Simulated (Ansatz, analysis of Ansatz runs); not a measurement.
# Reproducing a measured optical absorption band: F centre in CaO

How near does this set-up come to the measured optical absorption band? Subject: F centre in CaO. Set-up: LDA, 64-site cell, LDA lattice, 420 eV, k: the zone centre alone. The model is a cell of 64 host atoms with 1 O taken out. The excitation energy is a difference of total energies with one electron moved up within one spin channel. A local or semilocal functional is the cheapest first rung.

**The experiment.** Vertical absorption energy: 3.1 eV, by optical absorption (quoted in “Electronic Structure of the F Center in the Alkaline Earth Oxides”, 1976, T. M. Wilson and R. F. Wood, quoting earlier work (1968)). The runs below try to reproduce this.

Main program and level: Ansatz 0.2.0; plane-wave PAW DFT, LDA; relaxation of all atoms of a defect supercell.

**1. Starting point**

The cell holds 63 atoms: 32 Ca and 31 O. Cell: a = 9.416 Å, b = 9.416 Å, c = 9.416 Å, α = 90.0°, β = 90.0°, γ = 90.0°. It derives from CaO (space group Fm-3m). Nearest the centre at fractional (0.250, 0.500, 0.500): Ca12 at 2.35 Å, Ca19 at 2.35 Å, Ca25 at 2.35 Å, Ca56 at 2.35 Å, Ca28 at 2.35 Å, Ca27 at 2.35 Å, O14 at 3.33 Å, O8 at 3.33 Å.

The host's primitive cell comes from a first run (plane-wave PAW DFT, LDA; relaxation of the host's cell and atoms): vectors of 3.329, 3.329 and 3.329 Å. That is 13.04 Å³ an atom. The supercell is built on it.

**2. Relaxation, charge 0**

Every later number rests on the structure around the defect, so the atoms are relaxed at the host's lattice first.

relax/input.yaml reads:

```yaml
relax:
  f_tol: 0.02
  max_steps: 80
  escape_saddle: false
crystal:
  lattice:
    - [9.41580669, 0.0, 0.0]
    - [0.0, 9.41580669, 0.0]
    - [0.0, 0.0, 9.41580669]
  atoms:
    - { symbol: Ca, position: [0.0, 0.0, 0.0] }
    - { symbol: Ca, position: [0.0, 0.25, 0.25] }
    - { symbol: Ca, position: [0.25, 0.0, 0.25] }
    - { symbol: Ca, position: [0.25, 0.25, 0.0] }
    - { symbol: O, position: [0.0, 0.0, 0.25] }
    - { symbol: O, position: [0.0, 0.25, 0.0] }
    - { symbol: O, position: [0.25, 0.0, 0.0] }
    - { symbol: O, position: [0.25, 0.25, 0.25] }
    - { symbol: Ca, position: [0.0, 0.0, 0.5] }
    - { symbol: Ca, position: [0.0, 0.25, 0.75] }
    - { symbol: Ca, position: [0.25, 0.0, 0.75] }
    - { symbol: Ca, position: [0.25, 0.25, 0.5] }
    - { symbol: O, position: [0.0, 0.0, 0.75] }
    - { symbol: O, position: [0.0, 0.25, 0.5] }
    - { symbol: O, position: [0.25, 0.0, 0.5] }
    - { symbol: O, position: [0.25, 0.25, 0.75] }
    - { symbol: Ca, position: [0.0, 0.5, 0.0] }
    - { symbol: Ca, position: [0.0, 0.75, 0.25] }
    - { symbol: Ca, position: [0.25, 0.5, 0.25] }
    - { symbol: Ca, position: [0.25, 0.75, 0.0] }
    - { symbol: O, position: [0.0, 0.5, 0.25] }
    - { symbol: O, position: [0.0, 0.75, 0.0] }
    - { symbol: O, position: [0.25, 0.5, 0.0] }
    - { symbol: O, position: [0.25, 0.75, 0.25] }
    - { symbol: Ca, position: [0.0, 0.5, 0.5] }
    - { symbol: Ca, position: [0.0, 0.75, 0.75] }
    - { symbol: Ca, position: [0.25, 0.5, 0.75] }
    - { symbol: Ca, position: [0.25, 0.75, 0.5] }
    - { symbol: O, position: [0.0, 0.5, 0.75] }
    - { symbol: O, position: [0.0, 0.75, 0.5] }
    - { symbol: O, position: [0.25, 0.75, 0.75] }
    - { symbol: Ca, position: [0.5, 0.0, 0.0] }
    - { symbol: Ca, position: [0.5, 0.25, 0.25] }
    - { symbol: Ca, position: [0.75, 0.0, 0.25] }
    - { symbol: Ca, position: [0.75, 0.25, 0.0] }
    - { symbol: O, position: [0.5, 0.0, 0.25] }
    - { symbol: O, position: [0.5, 0.25, 0.0] }
    - { symbol: O, position: [0.75, 0.0, 0.0] }
    - { symbol: O, position: [0.75, 0.25, 0.25] }
    - { symbol: Ca, position: [0.5, 0.0, 0.5] }
    - { symbol: Ca, position: [0.5, 0.25, 0.75] }
    - { symbol: Ca, position: [0.75, 0.0, 0.75] }
    - { symbol: Ca, position: [0.75, 0.25, 0.5] }
    - { symbol: O, position: [0.5, 0.0, 0.75] }
    - { symbol: O, position: [0.5, 0.25, 0.5] }
    - { symbol: O, position: [0.75, 0.0, 0.5] }
    - { symbol: O, position: [0.75, 0.25, 0.75] }
    - { symbol: Ca, position: [0.5, 0.5, 0.0] }
    - { symbol: Ca, position: [0.5, 0.75, 0.25] }
    - { symbol: Ca, position: [0.75, 0.5, 0.25] }
    - { symbol: Ca, position: [0.75, 0.75, 0.0] }
    - { symbol: O, position: [0.5, 0.5, 0.25] }
    - { symbol: O, position: [0.5, 0.75, 0.0] }
    - { symbol: O, position: [0.75, 0.5, 0.0] }
    - { symbol: O, position: [0.75, 0.75, 0.25] }
    - { symbol: Ca, position: [0.5, 0.5, 0.5] }
    - { symbol: Ca, position: [0.5, 0.75, 0.75] }
    - { symbol: Ca, position: [0.75, 0.5, 0.75] }
    - { symbol: Ca, position: [0.75, 0.75, 0.5] }
    - { symbol: O, position: [0.5, 0.5, 0.75] }
    - { symbol: O, position: [0.5, 0.75, 0.5] }
    - { symbol: O, position: [0.75, 0.5, 0.5] }
    - { symbol: O, position: [0.75, 0.75, 0.75] }
basis:
  ecutwfc: 420
  xc_grid: 2
hamiltonian:
  xc: lda
kpoints:
  mp_grid: { grid: [1, 1, 1] }
magnetization:
  spin_polarized: true
  initial_magnetization: 0
  spin_locking: { lock_magnetization: hard }
scf:
  occupations: { method: fermi_dirac, width: 0.01 }
  max_iter: 120
output:
  forces: true
checkpoint:
  write: "../relax.run"
  compress: false
  write_wavefunctions: true
  write_every: 100000
```

The run is started by

```sh
ansatz run input.yaml --threads 2 --pin off --max-ram 3768MiB --backend cpu --events-out ev --progress --plain --runs-dir out
```

Numbers of over 12 decimals in the logs are rounded to 6 here.

Log:

```text
[... repeated set-up lines and file paths are left out, and long positions are rounded to six places ...]
Engine: ansatz 0.2.0, x86_64-unknown-linux-gnu
Pseudopotentials: kind: paw
Pseudopotential: Ca, paw, valence charge 10, recommended cutoff 420 eV (normal), Ca.paw.azcp
Pseudopotential: O, paw, valence charge 6, recommended cutoff 420 eV (normal), O.paw.azcp
Functional definition: SPW92
  exchange = slater_x
  correlation = pw_c
Crystal: 63 atoms, lattice volume = 834.781 Å³
Basis set: ecut = 420 eV, 16279 PW (Γ), exchange–correlation on 128×128×128 points (8 copies of the dense FFT grid, shifted against one another)
Bands: 316, of which v1, the nominal top of the filled ones, is band 253 counted from 1 (252 counted from 0)
Symmetry: 48 space group operations
Space group: Pm-3m (ITA 221), of the structure as read, at distance tolerance 9.4e-5 Å
k-points: 1
Non-local potential: Ca, projectors of the file, l = 0: 3, l = 1: 2, l = 2: 2
Non-local potential: O, projectors of the file, l = 0: 2, l = 1: 2, l = 2: 1
PAW form: soft (Blöchl's): semilocal exchange-correlation on the pseudo side does not see the compensation charge
PAW frozen core: Ca, regenerated for the run's functional, and the local potential with it (the file was generated under x = pbe(κ = 0.804, μ = 0.219515), c = pbe(β = 0.066725))
PAW frozen core: O, regenerated for the run's functional, and the local potential with it (the file was generated under x = pbe(κ = 0.804, μ = 0.219515), c = pbe(β = 0.066725))
PAW one-centre angular grid: Ca, 110 points (default); XC on 64 Gauss nodes
PAW one-centre angular grid: O, 110 points (default); XC on 64 Gauss nodes
Initial density: superposition of atomic densities (chi_scale 0.1, normalization cell, long waves kept (reshape's long-wave potential 0.38 eV rms))
Initial wavefunctions: pseudopotential atomic-orbital guess
Functional: x = slater, c = lda
SCF iter   1: F=—  HF=-74073.693201 eV  |F-HF|=—  |Δ(HF+E_count)|=         —  Δρ=5.42e-2 (↑5.42e-2 ↓5.42e-2)  dr2=9.72e1  dr2_m=0.00e0  M=0.000 μB ∫|m|=0.000 μB  β_m=0.30  ethr=3.10e-3  ⟨swp⟩=7.0  Hψ=1311  notcnv=0  defer=33
preconditioner: auto → Resta (q_TF=auto, 2.510 Å⁻¹)  ε∞=3.7  [insulator: Δε(μ)=1.532 eV  Ē_g=16.592 eV  σ=0.010 eV  W_gap=1.00  n_scr=250 (ndim 8)  ℏωp=27.0 eV  f_vac=0.000  D(μ)=0.00/eV (n_scr^D=0)  ε∞_Penn≈3.7]
spin=Collinear: Resta preconditioning applied to the charge; magnetization (m = ρ↑ − ρ↓) channel mixes plain (no charge-response kernel on spin).
SCF iter   2: F=—  HF=-74053.603911 eV  |F-HF|=—  |Δ(HF+E_count)|=    2.01e1  Δρ=1.84e-2 (↑1.84e-2 ↓1.84e-2)  dr2=1.38e1  dr2_m=0.00e0  M=0.000 μB ∫|m|=0.000 μB  β_m=0.36  ethr=3.10e-3  ⟨swp⟩=4.0  Hψ=717  notcnv=0  defer=54
SCF iter   3: F=—  HF=-74050.770420 eV  |F-HF|=—  |Δ(HF+E_count)|=    2.83e0  Δρ=1.02e-2 (↑1.02e-2 ↓1.02e-2)  dr2=4.40e0  dr2_m=0.00e0  M=0.000 μB ∫|m|=0.000 μB  β_m=0.61  ethr=2.73e-3  ⟨swp⟩=3.0  Hψ=622  notcnv=0  defer=54
SCF iter   4: F=—  HF=-74049.873244 eV  |F-HF|=—  |Δ(HF+E_count)|=   8.97e-1  Δρ=2.79e-3 (↑2.79e-3 ↓2.79e-3)  dr2=2.10e-1  dr2_m=0.00e0  M=0.000 μB ∫|m|=0.000 μB  β_m=0.70  ethr=8.69e-4  ⟨swp⟩=2.0  Hψ=625  notcnv=0  defer=54
SCF iter   5: F=—  HF=-74049.881073 eV  |F-HF|=—  |Δ(HF+E_count)|=   7.83e-3  Δρ=1.98e-3 (↑1.98e-3 ↓1.98e-3)  dr2=1.09e-1  dr2_m=0.00e0  M=0.000 μB ∫|m|=0.000 μB  β_m=0.60  ethr=4.14e-5  ⟨swp⟩=2.0  Hψ=495  notcnv=0  defer=54
SCF iter   6: F=—  HF=-74049.860512 eV  |F-HF|=—  |Δ(HF+E_count)|=   2.06e-2  Δρ=2.25e-4 (↑2.25e-4 ↓2.25e-4)  dr2=1.31e-3  dr2_m=0.00e0  M=0.000 μB ∫|m|=0.000 μB  β_m=0.78  ethr=2.15e-5  ⟨swp⟩=2.0  Hψ=393  notcnv=0  defer=54
SCF iter   7: F=—  HF=-74049.863691 eV  |F-HF|=—  |Δ(HF+E_count)|=   3.18e-3  Δρ=6.86e-5 (↑6.86e-5 ↓6.86e-5)  dr2=1.03e-4  dr2_m=0.00e0  M=0.000 μB ∫|m|=0.000 μB  β_m=0.86  ethr=2.58e-7  ⟨swp⟩=2.0  Hψ=356  notcnv=0  defer=54
SCF iter   8: F=—  HF=-74049.863747 eV  |F-HF|=—  |Δ(HF+E_count)|=   5.61e-5  Δρ=6.56e-5 (↑6.56e-5 ↓6.56e-5)  dr2=1.17e-4  dr2_m=0.00e0  M=0.000 μB ∫|m|=0.000 μB  β_m=0.86  ethr=2.03e-8  ⟨swp⟩=2.0  Hψ=480  notcnv=0  defer=54
SCF iter   9: F=-74049.863721 eV  HF=-74049.863722 eV  |F-HF|=6.25e-7  |Δ(HF+E_count)|=   2.53e-5  Δρ=7.02e-6 (↑7.02e-6 ↓7.02e-6)  dr2=1.18e-6  dr2_m=0.00e0  M=0.000 μB ∫|m|=0.000 μB  ethr=1.98e-9  ⟨swp⟩=2.0  Hψ=764  notcnv=0
SCF 1 converged in 9 iterations: F = -74049.863721 eV  dr2 = 1.18e-6
  greatest PAW one-centre occupation: 0.996 electrons in one spin orbital (limit 2), on the Ca atom at site 55 (counted from 0), in its partial waves of l = 0
relax step   1: F+E_penalty+E_count = -74049.86372136 eV  Δ(F+E_penalty+E_count) = +0.000e0 eV  max|allowed force component| = 6.284e-1 eV/Å  Δτ_max = 0.0000 Å  (9 SCF iters, dr2 threshold 1.00e-5 eV, accepted)
[... the SCF cycles and remarks between the steps are left out from here to the last step ...]
relax step   2: F+E_penalty+E_count = -74049.84389866 eV  Δ(F+E_penalty+E_count) = +1.982e-2 eV  max|allowed force component| = 7.291e-1 eV/Å  Δτ_max = 0.0988 Å  (10 SCF iters, dr2 threshold 2.47e-5 eV, rejected (line search))
relax step   3: F+E_penalty+E_count = -74049.96196814 eV  Δ(F+E_penalty+E_count) = -9.825e-2 eV  max|allowed force component| = 5.521e-2 eV/Å  Δτ_max = 0.0482 Å  (8 SCF iters, accepted)
SCF iter   1: F=—  HF=-74049.966498 eV  |F-HF|=—  |Δ(HF+E_count)|=         —  Δρ=4.03e-4 (↑4.03e-4 ↓4.03e-4)  dr2=6.21e-3  dr2_m=0.00e0  M=0.000 μB ∫|m|=0.000 μB  β_m=0.30  ethr=3.48e-5  ⟨swp⟩=7.0  Hψ=871  notcnv=0  defer=18
SCF iter   2: F=—  HF=-74049.965393 eV  |F-HF|=—  |Δ(HF+E_count)|=   1.11e-3  Δρ=2.39e-4 (↑2.39e-4 ↓2.39e-4)  dr2=2.24e-3  dr2_m=0.00e0  M=0.000 μB ∫|m|=0.000 μB  β_m=0.48  ethr=1.23e-6  ⟨swp⟩=2.0  Hψ=365  notcnv=0  defer=50
SCF iter   3: F=—  HF=-74049.964688 eV  |F-HF|=—  |Δ(HF+E_count)|=   7.05e-4  Δρ=8.08e-5 (↑8.08e-5 ↓8.08e-5)  dr2=2.30e-4  dr2_m=0.00e0  M=0.000 μB ∫|m|=0.000 μB  β_m=0.51  ethr=4.42e-7  ⟨swp⟩=2.0  Hψ=487  notcnv=0  defer=50
SCF iter   4: F=—  HF=-74049.964550 eV  |F-HF|=—  |Δ(HF+E_count)|=   1.38e-4  Δρ=2.60e-5 (↑2.60e-5 ↓2.60e-5)  dr2=1.53e-5  dr2_m=0.00e0  M=0.000 μB ∫|m|=0.000 μB  β_m=0.66  ethr=4.54e-8  ⟨swp⟩=2.0  Hψ=483  notcnv=0  defer=50
SCF iter   5: F=—  HF=-74049.966920 eV  |F-HF|=—  |Δ(HF+E_count)|=   2.37e-3  Δρ=5.70e-6 (↑5.70e-6 ↓5.70e-6)  dr2=1.00e-6  dr2_m=0.00e0  M=0.000 μB ∫|m|=0.000 μB  β_m=0.77  ethr=3.02e-9  ⟨swp⟩=2.0  Hψ=487  notcnv=0  defer=50
SCF iter   6: F=—  HF=-74049.966920 eV  |F-HF|=—  |Δ(HF+E_count)|=   5.20e-8  Δρ=4.57e-6 (↑4.57e-6 ↓4.57e-6)  dr2=5.50e-7  dr2_m=0.00e0  M=0.000 μB ∫|m|=0.000 μB  β_m=0.66  ethr=1.98e-10  ⟨swp⟩=2.0  Hψ=487  notcnv=0  defer=50
SCF iter   7: F=-74049.966920 eV  HF=-74049.966920 eV  |F-HF|=6.46e-9  |Δ(HF+E_count)|=   1.15e-7  Δρ=9.29e-7 (↑9.29e-7 ↓9.29e-7)  dr2=1.69e-8  dr2_m=0.00e0  M=0.000 μB ∫|m|=0.000 μB  ethr=1.98e-11  ⟨swp⟩=2.0  Hψ=857  notcnv=0
SCF 4 converged in 7 iterations: F = -74049.966920 eV  dr2 = 1.69e-8
relax step   4: F+E_penalty+E_count = -74049.96692015 eV  Δ(F+E_penalty+E_count) = -4.952e-3 eV  max|allowed force component| = 1.412e-2 eV/Å  Δτ_max = 0.0072 Å  (7 SCF iters, accepted)
NSCF: frozen V_eff on 1 k-points
the band table was solved once a step of the walk had ended and its energy, with any forces and stress, was formed, with the checks that follow a solve (1225 applications of the Hamiltonian). They found nothing against the state; [...]
SCF converged after 7 iterations
Stability checked in part: among states of this total moment the steps that led to this state did not find it unstable. No probe was made; neither looks for a lower state of another moment (fixed_total_moment; see scf.lower_state_search)
Magnetization: 0.0000 μB (253.0000 up, 253.0000 down)
Absolute magnetization: 0.0000 μB (∫|ρ↑−ρ↓|)
Spin contamination: 0.0000 ħ² per cell (⟨S²⟩ above its minimum at these occupations)
Per-site moments (μB) at R_I (Å): [(0.0, 0.969060), (0.0, 0.969221), (0.0, 0.965685), [... 60 left out ...]
Free energy (F): -74049.966920 eV
Harris-Foulkes:  -74049.966920 eV  (|F-HF|=6.46e-9)
Internal energy: -74049.966920 eV  (E = F + TS)
E sigma→0 (E₀):  -74049.966920 eV
Fermi energy:    11.111364 (↑ 11.111364, ↓ 11.111364) eV
--- Per-component energies (eV) ---
  E_band       = -2978.669453
  E_kinetic    = 14422.594871
  E_local      = -27815.690237  (includes V_loc(G=0)·N_el)
  E_nonlocal   = 3695.910217
  E_hartree    = 9203.879229
  E_xc         = -6655.049541
  E_vxc        = -8436.322965  (∫ρ·V_xc dr)
  E_paw        = -30684.768805  (= ΣΔE_a)
  E_vpaw       = -3253.000338  (= ΣTr[D̂ρ^β])
  E_aug_tail   = 0.077323  (compensation charges beyond the density's cutoff)
  E_ewald      = -36228.985847
  E_core_change = 12.065871  (= ΣΔE_core)
  E_smearing   = -0.000000  (= −TS)
  E_closure    = -0.000000  (closes the sum)
  Σ components = -74049.966920   (vs F -74049.966920, Δ=0.00e0)
--- Forces (eV/Å), atoms counted from 1 ---
  atom   1  Ca    -0.00241837    -0.00000000     0.00000000
  atom   2  Ca    -0.00432074    -0.00432074    -0.00432074
  [... 5 atoms left out ...]
  atom   8  O     -0.00000000     0.01412435     0.01412435
  [... 3 atoms left out ...]
  atom  12  Ca     0.00000000    -0.00217110     0.00000000
  [... 1 atom left out ...]
  atom  14  O      0.01412435     0.01412435     0.00000000
  [... 4 atoms left out ...]
  atom  19  Ca     0.00000000     0.00000000    -0.00217110
  [... 4 atoms left out ...]
  atom  24  O      0.00000000    -0.01412435     0.01412435
  atom  25  Ca    -0.00217110    -0.00000000     0.00000000
  [... 1 atom left out ...]
  atom  27  Ca     0.00000000     0.00000000     0.00217110
  atom  28  Ca    -0.00000000     0.00217110     0.00000000
  [... 2 atoms left out ...]
  atom  31  O      0.00000000    -0.01412435    -0.01412435
  [... 24 atoms left out ...]
  atom  56  Ca     0.00217110     0.00000000     0.00000000
  [... 7 atoms left out ...]
  max |Σ_I F_I| component: 2.95e-17 eV/Å
--- Band table (eV) ---
  k-point 0 ↑: bands = ["-29.0291", "-28.9454", "-28.9454", "-28.9309", [... 308 left out ...] "15.8374", "15.8432", "15.8889", "15.8889"]
  k-point 0 ↓: bands = ["-29.0291", "-28.9454", "-28.9454", "-28.9309", [... 308 left out ...] "15.8374", "15.8432", "15.8889", "15.8889"]
--- Relaxed structure (4 steps of the walk, 3 accepted, 0 SCFs on fresh bases) ---
  F+E_penalty+E_count = -74049.96692015 eV   max|allowed force component| = 1.412e-2 eV/Å
  atoms:
    - { symbol: Ca, position: [-0.000501, 0, 0] }
    - { symbol: Ca, position: [0.000466, 0.250466, 0.250466] }
    [... 5 atoms left out ...]
    - { symbol: O, position: [0.25, 0.249195, 0.249195] }
    [... 3 atoms left out ...]
    - { symbol: Ca, position: [0.25, 0.244119, 0.5] }
    [... 1 atom left out ...]
    - { symbol: O, position: [-0.000805, 0.249195, 0.5] }
    [... 4 atoms left out ...]
    - { symbol: Ca, position: [0.25, 0.5, 0.244119] }
    [... 4 atoms left out ...]
    - { symbol: O, position: [0.25, 0.750805, 0.249195] }
    - { symbol: Ca, position: [-0.005881, 0.5, 0.5] }
    [... 1 atom left out ...]
    - { symbol: Ca, position: [0.25, 0.5, 0.755881] }
    - { symbol: Ca, position: [0.25, 0.755881, 0.5] }
    [... 2 atoms left out ...]
    - { symbol: O, position: [0.25, 0.750805, 0.750805] }
    [... 24 atoms left out ...]
    - { symbol: Ca, position: [0.505881, 0.5, 0.5] }
    [... 7 atoms left out ...]
```

The job ended after 23 s (2 threads of Intel Xeon 6975P-C (Granite Rapids), shared host; peak memory 1.6 GiB).

Step by step:

```tsv
step	energy less that of the first step (eV)	largest force component (eV/Å)
1	0.0000	0.6284
2	0.0198	0.7291
3	-0.0982	0.0552
4	-0.1032	0.0141
```

Relaxation step 2 was tried and not accepted.

Forces are held to the 48 operations that the run works with; a distortion that breaks them can't arise in this run.

The atoms that moved most (Å):

```tsv
atom	dx	dy	dz	length
Ca28	0.000	0.055	0.000	0.055
Ca27	0.000	0.000	0.055	0.055
Ca56	0.055	0.000	0.000	0.055
Ca25	-0.055	0.000	0.000	0.055
Ca19	0.000	0.000	-0.055	0.055
Ca12	0.000	-0.055	0.000	0.055
Ca20	0.000	0.013	0.000	0.013
Ca11	0.000	0.000	0.013	0.013
```

Neighbours of the ideal centre at the end:

```tsv
atom	distance (Å)
Ca12	2.409
Ca27	2.409
Ca28	2.409
Ca19	2.409
Ca25	2.409
Ca56	2.409
O8	3.340
O14	3.340
O21	3.340
O24	3.340
O45	3.340
O16	3.340
O52	3.340
O30	3.340
O31	3.340
O29	3.340
```

Read from the output:

```yaml
free_energy: -74049.9669 eV
spin_contamination: 0
```

(Part 1 of 2 ends here.)

[Logs are printed without paths, hosts, clocks, repeated set-up lines and the standing remarks that a program may print on its own settings, such as how far it seeks lower states.]

[Hosts, paths, dates, database ids (printed as entryN), source tags and the programs' standing remarks are cut or masked in the printed files.]

[For some hosts the program warned that the k-mesh of the response run may be too coarse for force constants and the static dielectric constant; such warnings are not shown here.]
